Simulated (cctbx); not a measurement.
## A crystallographic session in cctbx: B6Pt

Library: cctbx 2025.11. The data are simulated by the first script.

## 1. Simulate the data

run.py:

```python
from cctbx import adptbx, crystal, miller, sgtbx, xray
from cctbx.array_family import flex
from iotbx.shelx import hklf
from scitbx import matrix
import scitbx.random

cs = crystal.symmetry(unit_cell=(5.665, 4.884, 6.789, 90, 90, 90), space_group_symbol='Hall: -C 2c 2')  # Cmcm
atoms = [  # label, site, U (iso, or U11 U22 U33 U12 U13 U23 in A^2), occupancy
    ("Pt1", (0.5, 0.0269, 0.75), (0.0043, 0.0038, 0.0041, 0.0000, 0.0000, 0.0000), 1),
    ("B1", (0.3137, 0.7143, 0.75), (0.0093, 0.0090, 0.0090, -0.0009, 0.0000, 0.0000), 1),
    ("B2", (0.5, 0.35, 0.9071), (0.0099, 0.0093, 0.0097, 0.0000, 0.0000, -0.0001), 1),
    ("B3", (0.3176, 0, 0.5), (0.0081, 0.0070, 0.0069, 0.0000, 0.0000, -0.0003), 1),
]
xs = xray.structure(crystal_symmetry=cs)
for label, site, u, occ in atoms:
    u = adptbx.u_cif_as_u_star(cs.unit_cell(), u) if isinstance(u, tuple) else u
    xs.add_scatterer(xray.scatterer(label, site=site, u=u, occupancy=occ))
xs.set_inelastic_form_factors(0.71073, "sasaki")
xs.show_summary()
p1 = xs.expand_to_p1()
ms = miller.build_set(p1, anomalous_flag=True, d_min=1.1)
flex.set_random_seed(809319)
scitbx.random.set_random_seed(809319)
ms = ms.select(flex.random_double(ms.size()) < 0.95)
i = ms.structure_factors_from_scatterers(p1, algorithm="direct").f_calc().as_intensity_array().data()
i = i * 5000 / flex.max(i)
sig = flex.sqrt(i + flex.pow2(0.015 * i) + 2 ** 2)
noise = scitbx.random.variate(scitbx.random.normal_distribution())(i.size())
data = ms.array(data=i + sig * noise, sigmas=sig).set_observation_type_xray_intensity()
with open("data.hkl", "w") as f:
    data.export_as_shelx_hklf(f)
print("reflections written:", data.size(), " <I/sigma> = %.1f" % flex.mean(data.data() / data.sigmas()))
for h, a, b in list(data.sort("data"))[:12]:
    print("%4d%4d%4d %9.1f %7.1f" % (h + (a, b)))
```

```console
$ python run.py
```

```text
Number of scatterers: 4
At special positions: 4
Unit cell: (5.665, 4.884, 6.789, 90, 90, 90)
Space group: C m c m (No. 63)
reflections written: 557  <I/sigma> = 13.7
   1  -1   0    5195.3   103.1
   1   1   0    5113.7   103.1
  -1   1   0    4990.0   103.1
   0   0  -2    4966.8   101.1
   0   0   2    4917.7   101.1
  -1  -1   0    4825.1   103.1
  -2   0   0    4549.0    96.4
   2   0   0    4456.1    96.4
  -1  -1   2    4339.5    91.3
   1   1  -2    4317.2    91.3
  -1   1  -2    4311.0    91.3
  -1   1   2    4285.5    91.3
```

It took 0.43 s on 1 thread of Arm Neoverse N1 (shared host), peak memory 0.07 GiB.

## 2. Refinement (right model)

run.py:

```python
import math
from cctbx import adptbx, crystal, maptbx, sgtbx, xray
from cctbx.array_family import flex
from cctbx.xray import observations
from iotbx.shelx import hklf
from scitbx.lstbx import normal_eqns_solving
from smtbx import absolute_structure, utils
from smtbx.refinement import constraints, least_squares

cs = crystal.symmetry(unit_cell=(5.665, 4.884, 6.789, 90, 90, 90), space_group_symbol='Hall: -C 2c 2')  # Cmcm
atoms = [  # label, site, U (iso, or U11 U22 U33 U12 U13 U23 in A^2), occupancy
    ("Pt1", (0.5, 0.0301, 0.75), 0.0200, 1),
    ("B1", (0.3116, 0.7148, 0.75), 0.0200, 1),
    ("B2", (0.5, 0.3413, 0.9103), 0.0200, 1),
    ("B3", (0.3139, 0, 0.5), 0.0200, 1),
]
xs = xray.structure(crystal_symmetry=cs)
for label, site, u, occ in atoms:
    u = adptbx.u_cif_as_u_star(cs.unit_cell(), u) if isinstance(u, tuple) else u
    xs.add_scatterer(xray.scatterer(label, site=site, u=u, occupancy=occ))
xs.set_inelastic_form_factors(0.71073, "sasaki")
raw = hklf.reader(file_name="data.hkl").as_miller_arrays(crystal_symmetry=cs, anomalous=True)[0]
merged = raw.eliminate_sys_absent().merge_equivalents()
fo2 = merged.array().set_observation_type_xray_intensity()
print("Rint %.3f, %d unique reflections to %.2f A" % (merged.r_int(), fo2.size(), fo2.d_min()))
for sc in xs.scatterers():
    sc.flags.set_grad_site(True)
    sc.flags.set_grad_u_aniso(sc.flags.use_u_aniso())
    sc.flags.set_grad_u_iso(sc.flags.use_u_iso())
obs = fo2.as_xray_observations()
extra = {}
rep = constraints.reparametrisation(xs, [], utils.connectivity_table(xs), **extra)
ls = least_squares.crystallographic_ls(obs, rep, weighting_scheme=least_squares.mainstream_shelx_weighting(a=0, b=0))
print("cycle     R1     wR2    GooF  max shift (A)")
for cycle in range(8):
    ls.build_up()
    r1, wr2, goof = ls.r1_factor(cutoff_factor=2)[0], ls.wR2(), ls.goof()
    old = xs.sites_cart()
    normal_eqns_solving.levenberg_marquardt_iterations(ls, n_max_iterations=3, tau=1e-06, step_threshold=1e-7)
    big = flex.max((xs.sites_cart() - old).norms())
    print("%4d %7.4f %7.4f %7.3f %9.5f" % (cycle + 1, r1, wr2, goof, big))
    ls.build_up(objective_only=True)
    if abs(ls.wR2() - wr2) < 5e-5 and big < 5e-4:
        break
ls.build_up()
print("final R1 %.4f wR2 %.4f GooF %.3f  parameters %d  data/parameter %.1f" % (ls.r1_factor(cutoff_factor=2)[0], ls.wR2(), ls.goof(), ls.n_parameters, fo2.size() / ls.n_parameters))
cov = ls.covariance_matrix_and_annotations()
su = dict(zip(cov.annotations, (math.sqrt(max(v, 0)) for v in cov.matrix.matrix_packed_u_diagonal())))
a2 = cs.unit_cell().reciprocal_parameters()[0] ** -2
print("atom        x        y        z      Ueq    occ   su(xyz)  su(Uiso or U11)")
for sc in xs.scatterers():
    s = max(su.get(sc.label + k, 0) for k in (".x", ".y", ".z"))
    npd = "" if sc.is_positive_definite_u(cs.unit_cell()) else "  NPD"
    print("%-5s %8.5f %8.5f %8.5f %8.4f %6.3f %8.5f %7.4f%s" % ((sc.label,) + sc.site + (sc.u_iso_or_equiv(cs.unit_cell()), sc.occupancy, s, su.get(sc.label + ".uiso", su.get(sc.label + ".u11", 0) * a2), npd)))
fo = fo2.f_sq_as_f()
fc = fo.structure_factors_from_scatterers(xs, algorithm="direct").f_calc()
diff = fo.f_obs_minus_f_calc(1 / math.sqrt(ls.scale_factor()), fc).average_bijvoet_mates()
m = diff.fft_map(symmetry_flags=maptbx.use_space_group_symmetry, resolution_factor=0.25).apply_volume_scaling()
print("difference map: max %.2f min %.2f rms %.2f" % (m.statistics().max(), m.statistics().min(), m.statistics().sigma()))
peaks = m.peak_search(parameters=maptbx.peak_search_parameters(min_distance_sym_equiv=0.6, max_clusters=6)).all()
near = xs.closest_distances(peaks.sites(), distance_cutoff=4)
sps = cs.special_position_settings(min_distance_sym_equiv=0.5)
for k, (x, h) in enumerate(zip(peaks.sites(), peaks.heights())):
    ss = sps.site_symmetry(x)
    print("Q%-3d %7.4f %7.4f %7.4f %4d %7.2f  %.2f A from %s" % ((k + 1,) + tuple(t % 1 for t in ss.exact_site()) + (ss.multiplicity(), h, near.smallest_distances[k], xs.scatterers()[near.i_seqs[k]].label)))
```

```console
$ python run.py
```

```text
Rint 0.019, 47 unique reflections to 1.10 A
cycle     R1     wR2    GooF  max shift (A)
   1  0.0718  0.1640  13.186   0.05253
   2  0.0048  0.0107   0.859   0.00001
final R1 0.0048 wR2 0.0107 GooF 0.859  parameters 10  data/parameter 4.7
atom        x        y        z      Ueq    occ   su(xyz)  su(Uiso or U11)
Pt1    0.50000  0.02684  0.75000   0.0039  1.000  0.00006  0.0002
B1     0.31252  0.71460  0.75000   0.0084  1.000  0.00136  0.0020
B2     0.50000  0.35043  0.90621   0.0047  1.000  0.00143  0.0019
B3     0.31718  0.00000  0.50000   0.0085  1.000  0.00139  0.0020
difference map: max 0.17 min -0.22 rms 0.07
Q1    0.0000  0.5000  0.0000    4    0.17  1.04 A from B3
Q2    0.1293  0.4923  0.2500    8    0.17  0.74 A from Pt1
Q3    0.1707  0.2840  0.1403   16    0.16  1.10 A from B1
Q4    0.0000  0.1753  0.2500    4    0.15  1.07 A from B2
Q5    0.0000  0.4225  0.5776    8    0.15  1.22 A from B3
Q6    0.2014  0.0154  0.2500    8    0.14  1.13 A from B1
```

Time: 0.59 s.

## 3. Simulate the data

run.py, as its changes from the last script of this kind:

```diff
@@ -21 +21 @@
-ms = miller.build_set(p1, anomalous_flag=True, d_min=1.1)
+ms = miller.build_set(p1, anomalous_flag=True, d_min=0.84)
```

```console
$ python run.py
```

```text
Number of scatterers: 4
At special positions: 4
Unit cell: (5.665, 4.884, 6.789, 90, 90, 90)
Space group: C m c m (No. 63)
reflections written: 1255  <I/sigma> = 12.8
   1  -1   0    5194.7   103.1
   0   0  -2    5046.2   101.1
  -1  -1   0    5017.0   103.1
  -1   1   0    5001.4   103.1
   1   1   0    4864.1   103.1
   2   0   0    4646.6    96.4
  -2   0   0    4622.1    96.4
   0   0   2    4619.9   101.1
  -1   1  -2    4334.0    91.3
   1  -1  -2    4289.9    91.3
   1   1  -2    4268.2    91.3
   1  -1   2    4260.5    91.3
```

Time: 0.43 s.

## 4. Refinement (right model)

run.py, as its changes from the last script of this kind:

```diff
@@ -12,4 +12,4 @@
-    ("Pt1", (0.5, 0.0301, 0.75), 0.0200, 1),
-    ("B1", (0.3116, 0.7148, 0.75), 0.0200, 1),
-    ("B2", (0.5, 0.3413, 0.9103), 0.0200, 1),
-    ("B3", (0.3139, 0, 0.5), 0.0200, 1),
+    ("Pt1", (0.5, 0.0312, 0.75), 0.0200, 1),
+    ("B1", (0.3107, 0.715, 0.75), 0.0200, 1),
+    ("B2", (0.5, 0.3576, 0.9071), 0.0200, 1),
+    ("B3", (0.319, 0, 0.5), 0.0200, 1),
@@ -21,0 +22 @@
+xs.convert_to_anisotropic()
```

```console
$ python run.py
```

```text
Rint 0.021, 101 unique reflections to 0.84 A
cycle     R1     wR2    GooF  max shift (A)
   1  0.1189  0.2541  19.215   0.03515
   2  0.0057  0.0133   1.007   0.00003
final R1 0.0057 wR2 0.0133 GooF 1.007  parameters 21  data/parameter 4.8
atom        x        y        z      Ueq    occ   su(xyz)  su(Uiso or U11)
Pt1    0.50000  0.02686  0.75000   0.0041  1.000  0.00005  0.0001
B1     0.31448  0.71406  0.75000   0.0083  1.000  0.00107  0.0023
B2     0.50000  0.35047  0.90638   0.0088  1.000  0.00108  0.0026
B3     0.31642  0.00000  0.50000   0.0075  1.000  0.00100  0.0025
difference map: max 0.47 min -0.49 rms 0.11
Q1    0.0000  0.4185  0.5398    8    0.49  1.15 A from B3
Q2    0.1182  0.0733  0.2500    8    0.31  1.31 A from B2
Q3    0.1114  0.3053  0.2500    8    0.28  1.03 A from Pt1
Q4    0.1000  0.4583  0.5833   16    0.28  0.77 A from B3
Q5    0.2460  0.1015  0.6626   16    0.26  0.88 A from B1
Q6    0.2338  0.2712  0.6431   16    0.25  0.82 A from B1
```

Time: 0.59 s.

## 5. Simulate the data

run.py, as its changes from the last script of this kind:

```diff
@@ -21 +21 @@
-ms = miller.build_set(p1, anomalous_flag=True, d_min=0.84)
+ms = miller.build_set(p1, anomalous_flag=True, d_min=0.6)
```

```console
$ python run.py
```

```text
Number of scatterers: 4
At special positions: 4
Unit cell: (5.665, 4.884, 6.789, 90, 90, 90)
Space group: C m c m (No. 63)
reflections written: 3470  <I/sigma> = 10.7
   1   1   0    5157.6   103.1
   0   0   2    5029.0   101.1
   1  -1   0    5022.2   103.1
  -1   1   0    5011.7   103.1
  -1  -1   0    5002.9   103.1
   0   0  -2    4846.4   101.1
   2   0   0    4576.2    96.4
  -2   0   0    4557.1    96.4
   1   1   2    4322.4    91.3
   1  -1  -2    4311.4    91.3
  -1   1  -2    4305.7    91.3
  -1  -1  -2    4280.7    91.3
```

Time: 0.42 s.

## 6. Refinement (right model)

run.py, as its changes from the last script of this kind:

```diff
@@ -12,4 +12,4 @@
-    ("Pt1", (0.5, 0.0312, 0.75), 0.0200, 1),
-    ("B1", (0.3107, 0.715, 0.75), 0.0200, 1),
-    ("B2", (0.5, 0.3576, 0.9071), 0.0200, 1),
-    ("B3", (0.319, 0, 0.5), 0.0200, 1),
+    ("Pt1", (0.5, 0.0244, 0.75), 0.0200, 1),
+    ("B1", (0.3045, 0.7164, 0.75), 0.0200, 1),
+    ("B2", (0.5, 0.3491, 0.9058), 0.0200, 1),
+    ("B3", (0.314, 0, 0.5), 0.0200, 1),
```

```console
$ python run.py
```

```text
Rint 0.025, 262 unique reflections to 0.60 A
cycle     R1     wR2    GooF  max shift (A)
   1  0.2102  0.4239  25.556   0.05224
   2  0.0065  0.0148   0.891   0.00002
final R1 0.0065 wR2 0.0148 GooF 0.891  parameters 21  data/parameter 12.5
atom        x        y        z      Ueq    occ   su(xyz)  su(Uiso or U11)
Pt1    0.50000  0.02688  0.75000   0.0041  1.000  0.00002  0.0000
B1     0.31361  0.71475  0.75000   0.0087  1.000  0.00054  0.0009
B2     0.50000  0.34932  0.90737   0.0105  1.000  0.00058  0.0010
B3     0.31781  0.00000  0.50000   0.0070  1.000  0.00045  0.0008
difference map: max 0.64 min -0.70 rms 0.17
Q1    0.0000  0.0000  0.0000    4    0.64  0.97 A from B2
Q2    0.0573  0.1153  0.7500    8    0.58  0.88 A from B1
Q3    0.0826  0.1909  0.2500    8    0.52  1.18 A from B2
Q4    0.2150  0.1033  0.1154   16    0.49  1.10 A from B3
Q5    0.2217  0.0000  0.5000    8    0.48  0.54 A from B3
Q6    0.0000  0.2947  0.1777    8    0.46  0.91 A from B2
```

It took 0.58 s on 1 thread of Arm Neoverse N1, on a shared host, peak memory 0.09 GiB.

[Logs are printed without paths, hosts, clocks, repeated set-up lines and the standing remarks that a program may print on its own settings, such as how far it seeks lower states.]
